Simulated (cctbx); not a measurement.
# Accept or mend?

Cell a = 9.5590 Å, b = 9.8300 Å, c = 13.9020 Å, α = 90.00°, β = 90.00°, γ = 90.00°; space group Imma (no. 74). The compound is NaZn2PbBr7.

Simulated single-crystal data (cctbx): Cu Kα, λ = 1.54184 Å, to d = 0.8 Å, 80 % of the full sphere, strongest reflection 40000 counts, noise from counting, a 3 % proportional error and a noise floor of 2 counts (s.d.); no absorption, and some extinction, which the refinements don't model.

An anisotropic refinement with weights 1/σ² prints:

```text
Rint 0.023, 105 unique reflections to 1.60 A
cycle     R1     wR2    GooF  max shift (A)
   1  0.0150  0.0430   2.479   0.00409
   2  0.0075  0.0174   1.006   0.00001
final R1 0.0075 wR2 0.0174 GooF 1.006  parameters 37  data/parameter 2.8
atom        x        y        z      Ueq    occ   su(xyz)  su(Uiso or U11)
Pb1    0.00000  0.00000  0.00000   0.0155  1.000  0.00000  0.0010
Br1    0.00000  0.25000  0.11724   0.0101  1.000  0.00014  0.0016
Br2    0.28552  0.95143  0.11863   0.0103  1.000  0.00010  0.0009
Br3    0.00000  0.25000  0.83803   0.0155  1.000  0.00013  0.0016
Br4    0.50000  0.75000  0.91993   0.0112  1.000  0.00012  0.0015
Zn1    0.50000  0.50000  0.00000   0.0170  1.000  0.00000  0.0023
Zn2    0.25000  0.25000  0.75000   0.0147  1.000  0.00000  0.0026
Na1    0.25000  0.25000  0.25000   0.0277  1.000  0.00000  0.0066
difference map: max 0.18 min -0.27 rms 0.06
Q1    0.2500  0.0480  0.7500    8    0.19  1.86 A from Br2
Q2    0.0000  0.2500  0.0017    4    0.18  1.61 A from Br1
Q3    0.2202  0.2156  0.3820   16    0.14  1.89 A from Na1
Q4    0.2276  0.2500  0.8856    8    0.13  1.90 A from Zn2
Q5    0.0000  0.0411  0.8610    8    0.13  1.97 A from Pb1
Q6    0.0000  0.2500  0.5179    4    0.12  1.36 A from Br4
```

**Question.** Can this result stand? If not, what is the likely fault?

Mend it. The fault: data cut at low resolution. Against the right model at the same level, R1 goes from 0.0094 to 0.0075 and GooF from 0.95 to 1.01. The atoms are right, but there are too few data for the parameters: R1 flatters and the s.u.s grow. Data per parameter fall from 20.5 to 2.8.

The compound is NaZn2PbBr7. The right model at the same level gives:

```text
Rint 0.027, 759 unique reflections to 0.80 A
cycle     R1     wR2    GooF  max shift (A)
   1  0.0328  0.0879   3.764   0.00128
   2  0.0094  0.0223   0.955   0.00000
final R1 0.0094 wR2 0.0223 GooF 0.955  parameters 37  data/parameter 20.5
atom        x        y        z      Ueq    occ   su(xyz)  su(Uiso or U11)
Pb1    0.00000  0.00000  0.00000   0.0154  1.000  0.00000  0.0001
Br1    0.00000  0.25000  0.11732   0.0102  1.000  0.00003  0.0002
Br2    0.28530  0.95163  0.11860   0.0103  1.000  0.00002  0.0001
Br3    0.00000  0.25000  0.83801   0.0139  1.000  0.00003  0.0002
Br4    0.50000  0.75000  0.91976   0.0124  1.000  0.00003  0.0002
Zn1    0.50000  0.50000  0.00000   0.0166  1.000  0.00000  0.0003
Zn2    0.25000  0.25000  0.75000   0.0120  1.000  0.00000  0.0002
Na1    0.25000  0.25000  0.25000   0.0199  1.000  0.00000  0.0008
difference map: max 0.38 min -0.39 rms 0.11
Q1    0.0000  0.0637  0.1493    8    0.39  1.88 A from Br1
Q2    0.0000  0.0768  0.9109    8    0.36  1.45 A from Pb1
Q3    0.1245  0.2500  0.1906    8    0.35  1.46 A from Na1
Q4    0.0000  0.0254  0.3558    8    0.35  2.02 A from Zn1
Q5    0.0000  0.1829  0.4918    8    0.34  1.20 A from Br4
Q6    0.0000  0.0609  0.4407    8    0.34  1.02 A from Zn1
```

This is a model crystal, built by substitution and not relaxed, with assumed displacement parameters.

[Middle refinement cycles are left out of these outputs.]

[Logs are printed without paths, hosts, clocks, repeated set-up lines and the standing remarks that a program may print on its own settings, such as how far it seeks lower states.]
